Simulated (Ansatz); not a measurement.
# Quasiparticle gap of BaH2 (Pnma), part 3 of 3

Wanted: the gap of BaH2 (Pnma) with a many-body correction, and the time that it takes.

Ansatz 0.2.0; LDA, then G0W0 on it, plane waves, PAW. Known limits of the many-body steps: finite bands, screening cutoff and k mesh; no spin-orbit coupling in G0W0.

So far. Step 2 (The LDA band structure): Over mesh and path the gap is 2.630 eV, from k = (0.250, 0.000, 0.000) to k = (0.500, 0.350, 0.000). The least direct gap found is 3.170 eV, at k = (-0.500, 0.333, 0.000). On the 4×6×4 mesh alone the same run gives 2.633 eV, so that mesh misses an edge of LDA: 2.633 − 2.630 = +0.003 eV. Step 3 (G0W0 on the 2×4×2 mesh): Over all 12 irreducible mesh points the G0W0 gap is 4.579 eV, from k = Γ to k = (-0.500, 0.250, 0.000). The LDA gap of this run on the mesh is 2.797 eV.

In doubt: masses and optical values from hybrid runs of this build are listed as unsure (in some of the runs), which bears on the screening that GW takes from such a start.

### 4. Spin-orbit coupling in LDA

This run has two-component orbitals with spin-orbit coupling.

This step: DFT, LDA with spin-orbit coupling, plane waves, PAW; PAW set soft_1.

input.yaml reads:

```yaml
crystal:
  lattice:
    - [6.792, 0.0, 0.0]
    - [0.0, 4.168, 0.0]
    - [0.0, 0.0, 7.858]
  atoms:
    - { symbol: Ba, position: [0.26029, 0.25, 0.88863] }
    - { symbol: Ba, position: [0.23971, 0.75, 0.38863] }
    - { symbol: Ba, position: [0.76029, 0.25, 0.61137] }
    - { symbol: Ba, position: [0.73971, 0.75, 0.11137] }
    - { symbol: H, position: [0.043, 0.25, 0.174] }
    - { symbol: H, position: [0.457, 0.75, 0.674] }
    - { symbol: H, position: [0.543, 0.25, 0.326] }
    - { symbol: H, position: [0.957, 0.75, 0.826] }
    - { symbol: H, position: [0.646, 0.25, 0.9135] }
    - { symbol: H, position: [0.854, 0.75, 0.4135] }
    - { symbol: H, position: [0.146, 0.25, 0.5865] }
    - { symbol: H, position: [0.354, 0.75, 0.0865] }
kpoints:
  mp_grid: { grid: [4, 6, 4] }
  band_path:
    path:
      - [0.0, 0.0, 0.0]
      - [0.5, 0.0, 0.0]
      - [0.5, 0.5, 0.0]
      - [0.0, 0.5, 0.0]
      - [0.0, 0.0, 0.5]
      - [0.5, 0.0, 0.5]
      - [0.5, 0.5, 0.5]
      - [0.0, 0.5, 0.5]
      - [0.25, 0.0, 0.0]
      - [0.5, 0.35, 0.0]
      - [-0.5, 0.3333333333, 0.0]
    npoints: 1
hamiltonian:
  xc: lda
  pseudopotentials: { kind: paw_fr, azcp: { folder: soft_1 }, xc_functional: pbe }
scf:
  occupations: { method: fixed }
  n_extra_bands: 16
magnetization:
  noncollinear: true
  spin_orbit: true
output:
  eigenvalues: true
  write_density: true
  write_potential: true
  elf: true
  volumetric_format: npy
```

Launch:

```sh
> ansatz run input.yaml --threads 3 --pin off --max-ram 92160MiB --backend cuda --events-out ev --progress --plain --runs-dir out --devices 1 --max-vram 13GiB
```

Numbers of over 12 decimals in the logs are rounded to 6 here.

The log of the run:

```text
[...]
GPUs: using 1 of 1 available (devices: 1).
[...]
non-collinear run that drives no moment, with spin-orbit: no starting moment large enough to seed its density (crystal.atoms[].spin), no starting occupations that ask for one, no magnetisation constraint and no magnetic field, so the semilocal B_xc is pinned to zero
[...]
GPU FFT provider: cuFFT
GPU libraries: cuBLAS 13.8.2, cuFFT 12.4.0, cuSOLVER 12.3.4
Crystal: 12 atoms, lattice volume = 222.453 Å³
Basis set: ecut = 420 eV, 4329 PW (Γ)
Bands: 64, of which v1, the nominal top of the filled ones, is band 48 counted from 1 (47 counted from 0)
Symmetry: 8 space group operations + 8 with time reversal
[...]
k-points: 36 of 96
Projection manifold: j_resolved (fully-relativistic pseudo-atomic orbitals)
[...]
GPU buffer pool allocated for 77760 grid points (all kernels)
[...]
SCF iter   1: F=—  HF=-23270.125782 eV  |F-HF|=—  |Δ(HF+E_count)|=         —  Δρ=4.16e-2  dr2=4.77e0  dr2_m=0.00e0 (ungated)  ethr=3.10e-3  |M|=0.00e0 ∫|m|=0.00e0 μB  |m|>n=0.0e0 m-floor=0.0e0 τ_xc=0.0e0  β_m=0.30  ⟨swp⟩=8.2  Hψ=4844  notcnv=0  defer=386
[...]
spin=Noncollinear: Resta preconditioning applied to the charge; magnetization (m_x, m_y, m_z) channels mix plain (no charge-response kernel on spin).
SCF iter   2: F=—  HF=-23269.180581 eV  |F-HF|=—  |Δ(HF+E_count)|=   9.45e-1  Δρ=2.64e-2  dr2=2.06e0  dr2_m=0.00e0 (ungated)  ethr=3.10e-3  |M|=0.00e0 ∫|m|=0.00e0 μB  |m|>n=0.0e0 m-floor=0.0e0 τ_xc=0.0e0  β_m=0.58  ⟨swp⟩=2.0  Hψ=1612  notcnv=0  defer=378
[...]
SCF iter   7: F=-23268.556793 eV  HF=-23268.556793 eV  |F-HF|=1.09e-11  |Δ(HF+E_count)|=   1.28e-7  Δρ=1.89e-6  dr2=8.07e-9  dr2_m=0.00e0 (ungated)  ethr=2.08e-10  |M|=0.00e0 ∫|m|=0.00e0 μB  |m|>n=0.0e0 m-floor=0.0e0 τ_xc=0.0e0  ⟨swp⟩=15.8  Hψ=6395  notcnv=0
SCF 1 converged in 7 iterations: F = -23268.556793 eV  dr2 = 8.07e-9
[...]
SCF converged after 7 iterations
Magnetization: |M| = 0.0000 μB,  M = (+0.0000, +0.0000, +0.0000) μB
Absolute magnetization: 0.0000 μB (∫|m|)
  site 0: m = (+0.0000, +0.0000, +0.0000) μB, |m| = 0.0000 μB  (R = 1.03 Å)
  site 1: m = (+0.0000, +0.0000, +0.0000) μB, |m| = 0.0000 μB  (R = 1.03 Å)
  site 2: m = (+0.0000, +0.0000, +0.0000) μB, |m| = 0.0000 μB  (R = 1.03 Å)
  site 3: m = (+0.0000, +0.0000, +0.0000) μB, |m| = 0.0000 μB  (R = 1.03 Å)
  site 4: m = (+0.0000, +0.0000, +0.0000) μB, |m| = 0.0000 μB  (R = 1.11 Å)
  site 5: m = (+0.0000, +0.0000, +0.0000) μB, |m| = 0.0000 μB  (R = 1.11 Å)
  site 6: m = (+0.0000, +0.0000, +0.0000) μB, |m| = 0.0000 μB  (R = 1.11 Å)
  site 7: m = (+0.0000, +0.0000, +0.0000) μB, |m| = 0.0000 μB  (R = 1.11 Å)
  site 8: m = (+0.0000, +0.0000, +0.0000) μB, |m| = 0.0000 μB  (R = 1.03 Å)
  site 9: m = (+0.0000, +0.0000, +0.0000) μB, |m| = 0.0000 μB  (R = 1.03 Å)
  site 10: m = (+0.0000, +0.0000, +0.0000) μB, |m| = 0.0000 μB  (R = 1.03 Å)
  site 11: m = (+0.0000, +0.0000, +0.0000) μB, |m| = 0.0000 μB  (R = 1.03 Å)
Free energy (F): -23268.556793 eV
[...]
Internal energy: -23268.556793 eV  (E = F + TS)
E sigma→0 (E₀):  -23268.556793 eV
Fermi energy:    4.522012 eV
[...]
--- Band table (eV; the first three rows and the last of 36) ---
  k-point 0: bands = [... 44 lower, 4.3885, 4.3885, 4.5088, 4.5088, 7.8842, 7.8842, 8.1827, 8.1827, ... 12 higher]
  k-point 1: bands = [... 44 lower, 4.3220, 4.3220, 4.4425, 4.4425, 7.6198, 7.6198, 8.0654, 8.0654, ... 12 higher]
  k-point 2: bands = [... 44 lower, 4.2855, 4.2855, 4.2855, 4.2855, 7.6660, 7.6660, 7.6660, 7.6660, ... 12 higher]
  k-point 35: bands = [... 44 lower, 3.9547, 3.9547, 3.9547, 3.9547, 7.8247, 7.8247, 7.8247, 7.8247, ... 12 higher]
```

Elapsed: 17 s, on 1 × NVIDIA H100 80GB HBM3 (shared by 6 runs) with 3 threads of AMD EPYC 7R13 (Zen 3), shared host; peak memory 1.3 GiB.

Numbers from this step:

```yaml
gap: 2.626 eV
valence_top_at: k = (0.250, 0.000, 0.000)
conduction_bottom_at: k = (0.500, 0.350, 0.000)
least_direct_gap: 3.094 eV
```

Over mesh and listed points the gap is 2.626 eV, from k = (0.250, 0.000, 0.000) to k = (0.500, 0.350, 0.000). The least direct gap found is 3.094 eV, at k = (-0.500, 0.333, 0.000). On the 4×6×4 mesh alone the same run gives 2.630 eV, so that mesh misses an edge of LDA+SOC: 2.630 − 2.626 = +0.004 eV. LDA+SOC against LDA: 2.626 − 2.630 = −0.004 eV, with the same mesh, set of files (read in its fully relativistic form for the spin-orbit run) and cutoff, and both edges at the same k points. The spin-orbit run sees mesh and listed points alone, so its gap is an upper bound: the coupling can move an edge off these points, and the change over the zone, its sign included where it is small, is not known.

### 5. The runs together

Each gap is the least one over the points named; times are wall times on shared hosts, not benchmarks. A G0W0 time includes the run's own self-consistent start. Runs with listed points see these and the mesh alone, so an edge that moves elsewhere is missed. Rows marked * are further runs, not shown as steps, whose inputs differ from the G0W0 step on the same start in the columns given; solver thresholds can differ too.

| level | mesh | files, cutoff | bands summed, screening | points | gap (eV) | valence top | conduction bottom | least direct gap (eV) | time |
| --- | --- | --- | --- | --- | --- | --- | --- | --- | --- |
| LDA | 4×6×4 | soft_1 PAW, 420 eV | - | mesh and path | 2.630 | (0.250, 0.000, 0.000) | (0.500, 0.350, 0.000) | 3.170 | 10 s |
| LDA+SOC | 4×6×4 | soft_1 PAW, 420 eV | - | mesh and listed points | 2.626 | (0.250, 0.000, 0.000) | (0.500, 0.350, 0.000) | 3.094 | 17 s |
| G0W0@LDA* | 2×4×2 | soft_1 PAW, 420 eV | 191, 48 eV | all 12 irreducible mesh points | 4.403 | Γ | (-0.500, 0.250, 0.000) | 4.883 | 19 s |
| G0W0@LDA* | 2×4×2 | soft_1 PAW, 420 eV | 499, 96 eV | all 12 irreducible mesh points | 4.516 | Γ | (-0.500, 0.250, 0.000) | 4.977 | 24 s |
| G0W0@LDA | 2×4×2 | soft_1 PAW, 420 eV | 1046, 160 eV | all 12 irreducible mesh points | 4.579 | Γ | (-0.500, 0.250, 0.000) | 5.043 | 51 s |
| G0W0@LDA* | 2×4×2 | soft_1 PAW, 420 eV | 1046, 160 eV, plasmon pole | all 12 irreducible mesh points | 4.620 | Γ | (-0.500, 0.250, 0.000) | 5.093 | 84 s |

### 6. Outcome

```json
{
 "LDA gap over mesh and path": "2.630 eV, from k = (0.250, 0.000, 0.000) to k = (0.500, 0.350, 0.000)",
 "G0W0@LDA gap over all 12 irreducible mesh points": "4.579 eV, from k = Γ to k = (-0.500, 0.250, 0.000)",
 "LDA+SOC gap over mesh and listed points": "2.626 eV",
 "GW settings": "2×4×2 mesh, 1022 empty bands, screening to 160 eV, PAW set soft_1 files",
 "known limits": "finite bands, screening cutoff and k mesh; no spin-orbit coupling in G0W0"
}
```

What this shows: Over all 12 irreducible mesh points the G0W0 gap is 4.579 eV, from k = Γ to k = (-0.500, 0.250, 0.000). The LDA gap of this run on the mesh is 2.797 eV. The two states that bound the G0W0 gap lie that far apart at the start, so the correction of the gap is 4.579 − 2.797 = +1.782 eV. The valence state moves by 3.417 − 4.507 = −1.090 eV and the conduction state by 7.996 − 7.304 = +0.692 eV, on the run's own scale; with 191 bands the edge states move by −0.633 and +0.973 eV, so the split between the edges depends on the bands and cutoff. Over mesh and path, LDA puts the valence top at k = (0.250, 0.000, 0.000) and conduction bottom at k = (0.500, 0.350, 0.000), where no G0W0 correction was computed. The G0W0 gap over the whole zone is therefore not known from this run; at its settings it can only be equal to or under the 4.579 eV found, and no correction is carried over from another point. For the start itself the gap is 2.630 eV over mesh and path and 2.797 eV on the mesh of the G0W0 run, in runs that differ in mesh (4×6×4 and 2×4×2). From 191 bands and 48 eV to 1046 bands and 160 eV the gap moves by 4.579 − 4.403 = +0.176 eV (rung by rung 4.403, 4.516, 4.579 eV); bands and screening cutoff rise together, so their parts are not told apart. A line in one over the bands through the two highest rungs gives 4.579 + (4.579 − 4.516) × 499 / (1046 − 499) = 4.636 eV, and through the pair below 4.516 + (4.516 − 4.403) × 191 / (499 − 191) = 4.586 eV. The two differ by 0.050 eV, not under the 0.030 eV asked, so the law does not hold well over these rungs and the limit is not known. With the plasmon pole model in place of the contour deformation model and all else as in the G0W0@LDA row with 1046 bands, the gap differs by 4.620 − 4.579 = +0.041 eV. G0W0 on other starts in this series, not shown as steps and not all at these settings: 4.993 eV on r2SCAN (2×4×2, soft_1 PAW, 1046 bands, 160 eV) and 5.258 eV on HSE06 (2×4×2, soft_1 PAW, 1046 bands, 160 eV). LDA+SOC against LDA: 2.626 − 2.630 = −0.004 eV, with the same mesh, set of files (read in its fully relativistic form for the spin-orbit run) and cutoff, and both edges at the same k points. The spin-orbit run sees mesh and listed points alone, so its gap is an upper bound: the coupling can move an edge off these points, and the change over the zone, its sign included where it is small, is not known. What spin-orbit coupling does to the G0W0 levels was not computed, so no sum with the G0W0 gap is formed. The G0W0 runs are scalar-relativistic. No pair of G0W0 runs that differ in the mesh alone is shown (2×4×2 is a supercell whose nearest images lie 14 Å apart), so the error from the mesh is not known here. G0W0@LDA runs of this series with other atomic data on the same mesh, not shown as steps, give 4.587 eV (hard PAW, 800 eV, 1539 bands, screening to 208 eV); where bands and cutoffs differ too, the part of the files is not isolated.

[Paths, hosts, dates, memory and timing lines, banners, echoed tables and standing remarks are left out of the program output.]

[Logs are printed without paths, hosts, clocks, repeated set-up lines and the standing remarks that a program may print on its own settings, such as how far it seeks lower states.]

[Runs of the session that timed out or met a known fault of the program may be left out.]

[Cells called generated may have been cut or substituted from an entry of the Crystallography Open Database or the Materials Project.]

[Hosts, paths, dates, database ids (printed as entryN), source tags and the programs' standing remarks are cut or masked in the printed files.]

[Where an RPA ε∞ is given, it is that of the G0W0 mesh and is not shown converged in it. Names of k-points follow the symmetry that the program found, which can be lower than the space group named. Band edges on a path are those of the sampled points; other points can move an edge, and change direct to indirect where valleys lie close.]

[Hybrid gaps are those of their k-mesh and are not shown converged in it.]
